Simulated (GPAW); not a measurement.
**STM contrast on 1T-PbSSe monolayer**

What would a tunnelling microscope show on 1T-PbSSe monolayer?

Calculated with GPAW 26.7.0; GPAW, PAW setups; layer in a repeated cell with vacuum, relaxation of atoms and in-plane cell, in the first sound run; inputs show where later runs differ.

### Step 1. The starting structure

The cell holds 3 atoms: 1 Se, 1 Pb and 1 S. Cell: a = 3.521 Å, b = 3.521 Å, c = 16.759 Å, α = 90.0°, β = 90.0°, γ = 120.0°. Vacuum lies along c.

### Step 2. Relaxation

Forces are removed first; all later runs use this geometry.

Input file run.py:

```python
import json
import numpy as np
from ase import Atoms
from ase.filters import FrechetCellFilter
from ase.optimize import BFGS
from gpaw import GPAW, PW

slab = Atoms(
    ['Se', 'Pb', 'S'],
    positions=[
        [1.76030, 1.01631, 7.00000],
        [0.00000, 0.00000, 8.51315],
        [-0.00000, 2.03261, 9.75892]],
    cell=[[3.52059, 0.0, 0.0], [-1.7603, 3.04892, 0.0], [0.0, 0.0, 16.7589]],
    pbc=[True, True, True])

slab.calc = GPAW(mode=PW(600), xc='PBE', kpts={'size': (9, 9, 1), 'gamma': True},
                 occupations={'name': 'fermi-dirac', 'width': 0.05}, nbands='200%',
                 convergence={'density': 1e-05}, maxiter=200,
                 symmetry={'tolerance': 1e-3}, txt='slab.txt')
result = {}
# The in-plane cell is free; stress needs a cell that repeats along all three vectors
path = []
opt = BFGS(FrechetCellFilter(slab, mask=[1, 1, 0, 0, 0, 1]), maxstep=0.2)
opt.attach(lambda: path.append((slab.get_potential_energy(), slab.positions.tolist(), slab.get_forces().tolist())))
result['relaxed'] = bool(opt.run(fmax=0.02, steps=45))
result['path'] = path
result['cell'] = slab.cell.tolist()
print('in-plane lattice', slab.cell.cellpar().round(4)[[0, 1, 5]])
energy = slab.get_potential_energy()
fermi = slab.calc.get_fermi_level()
v = slab.calc.get_electrostatic_potential().mean((0, 1)) - fermi
n = slab.calc.get_pseudo_density().mean((0, 1))
L = slab.cell[2, 2]
z = np.arange(len(v)) * L / len(v)
low, high = slab.positions[:, 2].min(), slab.positions[:, 2].max()
below, above = np.interp([low - 4.8, high + 4.8], z, v)
slopes = [np.interp(x, z, np.gradient(v, z)) for x in (low - 4.8, high + 4.8)]
eps = np.array([[slab.calc.get_eigenvalues(k, s) for k in range(len(slab.calc.get_ibz_k_points()))]
                for s in range(slab.calc.get_number_of_spins())]) - fermi
top, bottom = eps[eps < 0].max(), eps[eps > 0].min()
dipole = slab.get_dipole_moment()[2]
print(f'energy {energy:.4f} eV, Fermi level {fermi:.4f} eV, dipole {dipole:.5f} e A')
print(f'potential 4.8 A off the faces, from the Fermi level: lower {below:.4f} eV, upper {above:.4f} eV')
print(f'slope of the potential there: lower {slopes[0]:.5f}, upper {slopes[1]:.5f} eV/A')
print(f'nearest levels on the mesh: {top:.4f} and {bottom:.4f} eV')
print('magnetic moment', round(slab.get_magnetic_moment(), 3))
result.update(energy=energy, fermi=fermi, dipole=dipole, below=below, above=above, slopes=slopes, edges=[top, bottom],
              z=z.tolist(), v=v.tolist(), n=n.tolist(), positions=slab.positions.tolist(),
              forces=slab.get_forces(apply_constraint=False).tolist(), moments=slab.get_magnetic_moments().tolist())
json.dump(result, open('result.json', 'w'))
```

On the command line:

```
OMP_NUM_THREADS=1 OPENBLAS_NUM_THREADS=1 python run.py
```

The program printed:

```text
Step          Energy          fmax
BFGS:    0       -8.875753        5.870629
BFGS:    1      -10.216273        3.430348
BFGS:    2      -11.203874        1.165790
BFGS:    3      -11.340741        0.450391
BFGS:    4      -11.359196        0.169495
BFGS:    5      -11.361292        0.181355
BFGS:    6      -11.363294        0.160344
BFGS:    7      -11.365519        0.161902
BFGS:    8      -11.367026        0.137623
BFGS:    9      -11.367952        0.127920
BFGS:   10      -11.368508        0.077832
BFGS:   11      -11.368769        0.025108
BFGS:   12      -11.368837        0.004690
in-plane lattice [  3.9226   3.9226 120.0001]
energy -11.3676 eV, Fermi level -2.2256 eV, dipole -0.03853 e A
potential 4.8 A off the faces, from the Fermi level: lower 6.0162 eV, upper 6.1397 eV
slope of the potential there: lower -0.03133, upper -0.03122 eV/A
nearest levels on the mesh: -0.1616 and 0.1630 eV
magnetic moment 0.0
```

It took 7.5 min on 1 thread of Arm Neoverse V2, shared host; peak memory 0.39 GiB.

This step gave:

* dipole along the normal: -0.03853 e·Å
* levels nearest the Fermi level on the mesh: -0.1616, 0.1630 eV from the Fermi level

The electrostatic potential energy of an electron (without an applied field's), less the Fermi level, planar mean by z:

```tsv
z (Å)	electrostatic potential energy of an electron (without an applied field's), less the Fermi level, planar mean (eV)
0	6.08
1	6.05
2	6.02
3	5.98
4	5.94
5	5.73
6	2.20
7	-10.5
8	-8.07
9	-7.27
10	-10.6
11	4.67
12	6.15
13	6.19
14	6.16
15	6.13
16	6.10
```

Pseudo valence density, planar mean against z:

```tsv
z (Å)	pseudo valence density, planar mean (e/Å³)
3.0	2.6e-5
3.5	1.1e-4
4.0	4.9e-4
4.5	0.00216
5.0	0.00964
5.5	0.0424
6.0	0.157
6.5	0.256
7.0	0.252
7.5	0.318
8.0	0.484
8.5	0.945
9.0	0.472
9.5	0.349
10.0	0.273
10.5	0.243
11.0	0.0810
11.5	0.0182
12.0	0.00390
12.5	8.5e-4
13.0	1.9e-4
13.5	4.0e-5
```

The relaxation lowered the energy of the cell by 2.49 eV (energies extrapolated to zero smearing; the optimiser's log prints free energies). The largest force left on a free atom is 0.0047 eV/Å.

### Step 3. The slab's potential

With the geometry fixed, the planar mean of the potential gives the vacuum level on each side.

This step: GPAW, PAW setups; slab in vacuum (GPAW 26.7.0).

The cell differs from the one that the last finished run ended in (c 16.759 → 17.209 Å).

Input file run.py:

```python
import json
import numpy as np
from ase import Atoms
from ase.dft.stm import STM
from gpaw import GPAW, PW

slab = Atoms(
    ['Se', 'Pb', 'S'],
    positions=[
        [1.96132, 1.13237, 7.00000],
        [-0.00000, 0.00000, 8.68540],
        [0.00000, 2.26472, 10.20889]],
    cell=[[3.92262, 0.0, 0.0], [-1.96131, 3.39709, 0.0], [0.0, 0.0, 17.2089]],
    pbc=[True, True, False])

slab.calc = GPAW(mode=PW(400), xc='PBE', kpts={'size': (9, 9, 1), 'gamma': True},
                 occupations={'name': 'fermi-dirac', 'width': 0.05}, nbands='200%',
                 convergence={'density': 1e-05}, maxiter=200,
                 poissonsolver={'dipolelayer': 'xy'},
                 symmetry={'tolerance': 1e-3}, txt='slab.txt')
result = {}
energy = slab.get_potential_energy()
fermi = slab.calc.get_fermi_level()
v = slab.calc.get_electrostatic_potential().mean((0, 1)) - fermi
n = slab.calc.get_pseudo_density().mean((0, 1))
L = slab.cell[2, 2]
z = np.arange(len(v)) * L / len(v)
low, high = slab.positions[:, 2].min(), slab.positions[:, 2].max()
below, above = np.interp([low - 4.8, high + 4.8], z, v)
slopes = [np.interp(x, z, np.gradient(v, z)) for x in (low - 4.8, high + 4.8)]
eps = np.array([[slab.calc.get_eigenvalues(k, s) for k in range(len(slab.calc.get_ibz_k_points()))]
                for s in range(slab.calc.get_number_of_spins())]) - fermi
top, bottom = eps[eps < 0].max(), eps[eps > 0].min()
dipole = slab.get_dipole_moment()[2]
print(f'energy {energy:.4f} eV, Fermi level {fermi:.4f} eV, dipole {dipole:.5f} e A')
print(f'potential 4.8 A off the faces, from the Fermi level: lower {below:.4f} eV, upper {above:.4f} eV')
print(f'slope of the potential there: lower {slopes[0]:.5f}, upper {slopes[1]:.5f} eV/A')
print(f'nearest levels on the mesh: {top:.4f} and {bottom:.4f} eV')
print('magnetic moment', round(slab.get_magnetic_moment(), 3))
result.update(energy=energy, fermi=fermi, dipole=dipole, below=below, above=above, slopes=slopes, edges=[top, bottom],
              z=z.tolist(), v=v.tolist(), n=n.tolist(), positions=slab.positions.tolist(),
              forces=slab.get_forces(apply_constraint=False).tolist(), moments=slab.get_magnetic_moments().tolist())

# Images need the states of the whole zone, up to time reversal
slab.calc = slab.calc.fixed_density(symmetry={'point_group': False}, txt='states.txt', nbands='260%',
                                    convergence={'bands': 'CBM+0.8'})
stm = STM(slab)
result['stm'] = []
for bias in [-0.5, 0.5]:
    height = high + 3.5
    current = stm.get_averaged_current(bias, height)
    x, y, h = stm.scan(bias, current)
    i, f = divmod(height / L * stm.ldos.shape[2], 1)
    I = abs((1 - f) * stm.ldos[:, :, int(i)] + f * stm.ldos[:, :, int(i) + 1])
    print(f'bias {bias} V: mean current at 3.5 A {current:.4e}, corrugation {np.ptp(h):.4f} A')
    result['stm'].append(dict(bias=bias, current=current, h=(h - high).tolist(), I=I.tolist()))
json.dump(result, open('result.json', 'w'))
```

The program printed:

```text
energy -11.2610 eV, Fermi level -2.3302 eV, dipole -0.02659 e A
potential 4.8 A off the faces, from the Fermi level: lower 5.9024 eV, upper 6.2641 eV
slope of the potential there: lower -0.00014, upper 0.00007 eV/A
nearest levels on the mesh: -0.1613 and 0.1625 eV
magnetic moment 0.0
bias -0.5 V: mean current at 3.5 A 4.7986e-07, corrugation 0.1131 A
bias 0.5 V: mean current at 3.5 A 7.7308e-07, corrugation 0.4768 A
```

Elapsed: 69 s, on 1 thread; peak memory 0.37 GiB.

This step gave:

```
dipole along the normal                    : -0.02659 e·Å
levels nearest the Fermi level on the mesh : -0.1613, 0.1625 eV from the Fermi level
upper work function                        : 6.264 eV
lower work function                        : 5.902 eV
corrugation -0.5                           : 0.1131 Å
corrugation 0.5                            : 0.4768 Å
```

Table of electrostatic potential energy of an electron (without an applied field's), less the Fermi level, planar mean by z:

z (Å), electrostatic potential energy of an electron (without an applied field's), less the Fermi level, planar mean (eV) and a bar from the least value:
```
      0.0        6.1 ##############################
      0.5        5.9 #############################
      1.0        5.9 #############################
      1.5        5.9 #############################
      2.0        5.9 #############################
      2.5        5.9 #############################
      3.0        5.9 #############################
      3.5        5.9 #############################
      4.0        5.9 #############################
      4.5        5.9 #############################
      5.0        5.8 #############################
      5.5        5.4 #############################
      6.0        3.9 ###########################
      6.5       -2.4 #################
      7.0      -12.7 ###
      7.5       -4.6 ##############
      8.0       -4.3 ###############
      8.5      -14.5 
      9.0      -11.9 ####
      9.5       -3.7 ################
     10.0       -8.7 ########
     10.5       -5.4 #############
     11.0        3.3 ##########################
     11.5        5.6 #############################
     12.0        6.1 ##############################
     12.5        6.2 ##############################
     13.0        6.3 ##############################
     13.5        6.3 ##############################
     14.0        6.3 ##############################
     14.5        6.3 ##############################
     15.0        6.3 ##############################
     15.5        6.3 ##############################
     16.0        6.3 ##############################
     16.5        6.3 ##############################
     17.0        6.2 ##############################
```

The pseudo valence density, planar mean by z:

z (Å), pseudo valence density, planar mean (e/Å³) and a bar from the least value:
```
     0.00      0.000 
     0.43      0.000 
     0.86      0.000 
     1.29      0.000 
     1.94      0.000 
     2.37      0.000 
     2.80      0.000 
     3.23      0.000 
     3.66      0.000 
     4.09      0.000 
     4.52      0.001 
     4.95      0.004 
     5.59      0.030 #
     6.02      0.099 ###
     6.45      0.247 ########
     6.88      0.181 ######
     7.31      0.310 ##########
     7.74      0.317 ###########
     8.17      0.449 ###############
     8.82      0.904 ##############################
     9.25      0.433 ##############
     9.68      0.350 ############
    10.11      0.287 ##########
    10.54      0.280 #########
    10.97      0.150 #####
    11.40      0.046 ##
    12.05      0.006 
    12.48      0.002 
    12.91      0.000 
    13.34      0.000 
    13.77      0.000 
    14.20      0.000 
    14.63      0.000 
    15.06      0.000 
    15.70      0.000 
    16.13      0.000 
    16.56      0.000 
    16.99      0.000
```

Tip height over the top atom over a1 and a2. Sample bias -0.5 V, constant current at the mean current 3.5 Å over the top atom.

Values in Å, 12 rows by 16 columns, each cell a mean:
```
3.44 3.46 3.48 3.50 3.52 3.53 3.53 3.53 3.53 3.53 3.52 3.51 3.49 3.48 3.45 3.43
3.47 3.49 3.50 3.51 3.53 3.53 3.54 3.54 3.53 3.53 3.52 3.51 3.49 3.47 3.45 3.44
3.49 3.51 3.52 3.53 3.53 3.53 3.53 3.53 3.53 3.53 3.52 3.51 3.49 3.47 3.47 3.47
3.51 3.53 3.53 3.53 3.53 3.52 3.53 3.53 3.53 3.53 3.52 3.50 3.48 3.49 3.48 3.48
3.52 3.53 3.54 3.54 3.53 3.53 3.53 3.54 3.53 3.52 3.51 3.49 3.48 3.48 3.48 3.50
3.51 3.53 3.54 3.53 3.53 3.53 3.54 3.53 3.51 3.51 3.50 3.48 3.47 3.48 3.50 3.51
3.52 3.53 3.53 3.53 3.53 3.53 3.52 3.52 3.51 3.49 3.47 3.46 3.46 3.48 3.50 3.51
3.52 3.52 3.52 3.52 3.52 3.52 3.51 3.50 3.48 3.47 3.46 3.46 3.46 3.48 3.49 3.50
3.50 3.50 3.50 3.50 3.50 3.49 3.48 3.48 3.47 3.46 3.46 3.46 3.47 3.48 3.48 3.49
3.47 3.48 3.48 3.47 3.48 3.49 3.48 3.48 3.48 3.48 3.48 3.47 3.48 3.49 3.48 3.47
3.45 3.45 3.45 3.46 3.48 3.48 3.49 3.50 3.50 3.50 3.50 3.49 3.48 3.48 3.46 3.45
3.43 3.43 3.45 3.47 3.49 3.50 3.51 3.51 3.51 3.51 3.51 3.50 3.49 3.47 3.45 3.43
```
Columns: a1 from 0 to 0.95; rows upwards: a2 from 0 to 0.95.

Local density of states summed over the bias window over a1 and a2. Sample bias -0.5 V, constant height 3.5 Å over the top atom.

Ten even steps from '0' (3.95 × 1e-7 arbitrary) to '9' (5.47 × 1e-7 arbitrary):
```
01235678888887653210
12446788999887644210
23457889999887543200
35678899999887653212
46788988889887643333
57889888889887533433
78899888899887434434
78999888999876433346
78999889998765333356
68999999986664222466
78888888876643223466
78888888766432123466
77777777654322223456
56656654432212122344
45445433332222223333
33433334332333233433
22222344334444334432
11101333456665433310
00002334666666433200
00123457776777543210
```
Columns: a1 from 0 to 0.95; rows upwards: a2 from 0 to 0.95.

Tip height over the top atom over a1 and a2. Sample bias 0.5 V, constant current at the mean current 3.5 Å over the top atom.

Ten even steps from '_' (3.15 Å) to '@' (3.62 Å):
```
__..::--==**####%%%%%%%%####**==--::..__
..::--==++**##%%%%%%%%%%##**++==--::....
----==++**####%%%%%%%%####**++==----::::
====++**######%%%%%%######**++====------
++****######%%%%%%%%######****++++++++++
**########%%%%%%%%%%########************
####%%%%%%%%%%%%%%%%%%%%################
%%%%%%%%%%%%%%%%%%%%%%%%%%%%%%%%##%%%%%%
%%%%%%%%%%%%%%%%%%%%%%%%%%%%%%%%%%%%%%%%
%%%%%%%%######%%%%%%%%@@@@@@@@@@@@@@@@@@
%%%%%%########%%%%%%@@@@@@@@@@@@@@@@@@@@
%%##############%%%%@@@@@@@@@@@@@@@@@@%%
####********####%%%%@@@@@@@@@@@@@@@@%%%%
****++++++****##%%%%@@@@@@@@@@@@@@%%%%##
++========++**##%%%%@@@@@@@@@@@@%%%%##**
==------==++**####%%@@@@@@@@@@%%####**++
--::::----++**##%%%%@@@@@@@@%%%%##**++--
......::--++**##%%%%@@@@@@%%%%##**++--::
____..::--++**##%%%%@@@@%%%%##**++--::..
____..--==++**##%%%%%%%%%%##**++==--..__
```
Columns: a1 from 0 to 0.95; rows upwards: a2 from 0 to 0.95.

Local density of states summed over the bias window over a1 and a2. Sample bias 0.5 V, constant height 3.5 Å over the top atom.

Ten even steps from '_' (0.27 × 1e-6 arbitrary) to '@' (1.10 × 1e-6 arbitrary):
```
____..::--==++**########**++==--::..____
__..::--==++**##########**++==--::..____
..::--====++**########**++====--::......
::--====++****######****++====--::::::::
====++++****########****++++====--------
++++******##########******++++++======++
****####################********++++****
################################**######
%%####################%%%%%%%%%%%%%%%%%%
%%######******######%%%%%%@@@@@@@@@@%%%%
%%####********####%%%%@@@@@@@@@@@@@@@@%%
##****++++++****##%%%%@@@@@@@@@@@@@@%%%%
**++++====++++**##%%@@@@@@@@@@@@@@@@%%##
++==========++**##%%@@@@@@@@@@@@@@%%##**
==--------==++**##%%@@@@@@@@@@@@%%##**++
::::::::::--==++**%%@@@@@@@@@@%%**++==--
........::--==++##%%@@@@@@@@%%##++==--::
______..::--==**##%%%%@@%%%%##**==--::..
______..::--++**##%%%%%%%%##**++--::..__
______..::==++**##%%%%%%##**++==::..____
```
Columns: a1 from 0 to 0.95; rows upwards: a2 from 0 to 0.95.

The potential is flat to 1.4e-4 eV/Å where it is read, so the vacuum is wide enough.

### Step 4. A changed run

One more run, with changed settings.

Input file run.py:

```python
import json
import numpy as np
from ase import Atoms
from gpaw import GPAW, PW

slab = Atoms(
    ['Se', 'Pb', 'S'],
    positions=[
        [1.96132, 1.13237, 7.00000],
        [-0.00000, 0.00000, 8.68540],
        [0.00000, 2.26472, 10.20889]],
    cell=[[3.92262, 0.0, 0.0], [-1.96131, 3.39709, 0.0], [0.0, 0.0, 17.2089]],
    pbc=[True, True, False])

slab.calc = GPAW(mode=PW(400), xc='PBE', kpts={'size': (9, 9, 1), 'gamma': True},
                 occupations={'name': 'fermi-dirac', 'width': 0.05}, nbands='200%',
                 convergence={'density': 1e-05}, maxiter=75,
                 poissonsolver={'dipolelayer': 'xy'},
                 symmetry={'tolerance': 1e-3}, txt='slab.txt')
result = {}
energy = slab.get_potential_energy()
fermi = slab.calc.get_fermi_level()
v = slab.calc.get_electrostatic_potential().mean((0, 1)) - fermi
n = slab.calc.get_pseudo_density().mean((0, 1))
L = slab.cell[2, 2]
z = np.arange(len(v)) * L / len(v)
low, high = slab.positions[:, 2].min(), slab.positions[:, 2].max()
below, above = np.interp([low - 1.0, high + 1.0], z, v)
slopes = [np.interp(x, z, np.gradient(v, z)) for x in (low - 1.0, high + 1.0)]
eps = np.array([[slab.calc.get_eigenvalues(k, s) for k in range(len(slab.calc.get_ibz_k_points()))]
                for s in range(slab.calc.get_number_of_spins())]) - fermi
top, bottom = eps[eps < 0].max(), eps[eps > 0].min()
dipole = slab.get_dipole_moment()[2]
print(f'energy {energy:.4f} eV, Fermi level {fermi:.4f} eV, dipole {dipole:.5f} e A')
print(f'potential 1.0 A off the faces, from the Fermi level: lower {below:.4f} eV, upper {above:.4f} eV')
print(f'slope of the potential there: lower {slopes[0]:.5f}, upper {slopes[1]:.5f} eV/A')
print(f'nearest levels on the mesh: {top:.4f} and {bottom:.4f} eV')
print('magnetic moment', round(slab.get_magnetic_moment(), 3))
result.update(energy=energy, fermi=fermi, dipole=dipole, below=below, above=above, slopes=slopes, edges=[top, bottom],
              z=z.tolist(), v=v.tolist(), n=n.tolist(), positions=slab.positions.tolist(),
              forces=slab.get_forces(apply_constraint=False).tolist(), moments=slab.get_magnetic_moments().tolist())
json.dump(result, open('result.json', 'w'))
```

The program printed:

```text
energy -11.2610 eV, Fermi level -2.3302 eV, dipole -0.02659 e A
potential 1.0 A off the faces, from the Fermi level: lower 3.8616 eV, upper 4.6810 eV
slope of the potential there: lower -6.05150, upper 4.94894 eV/A
nearest levels on the mesh: -0.1613 and 0.1625 eV
magnetic moment 0.0
```

It took 19 s on 1 thread; peak memory 0.2 GiB.

The run finished. A setting was moved off its sound value on purpose, so it serves as a test and not as the result.

The fault put into the input: the potential probed 1 A off the face (probe = 1.0).

### Step 5. What came out

| Item | Value |
| --- | --- |
| work function, upper and lower face | 6.264 and 5.902 eV |
| dipole along the normal | -0.0266 e Å |
| corrugation at -0.5 V | 0.113 Å |
| corrugation at 0.5 V | 0.477 Å |

In words: The corrugation at constant current is largest at 0.5 V, where the tip height varies by 0.48 Å over the cell. Negative sample bias images filled states, positive bias empty ones. The two faces differ by 0.36 eV, the step that the slab's dipole makes (e p/(ε0 A) gives 0.36 eV), so the dipole layer is needed. The images are of Tersoff-Hamann type: an s-wave tip, no tip-sample forces, heights closer than in a microscope. The starting lattice was a guess from atomic radii; the relaxation moved it by 11 %. The relaxation of atoms and cell ran in a fully periodic cell without the dipole layer, so the atoms of this polar layer felt a small spurious field. The layer's cell and atoms come from the relaxation; spin-orbit coupling and temperature are left out.

[Logs are printed without paths, hosts, clocks, repeated set-up lines and the standing remarks that a program may print on its own settings, such as how far it seeks lower states.]

[Hosts, paths, dates, database ids (printed as entryN), source tags and the programs' standing remarks are cut or masked in the printed files.]
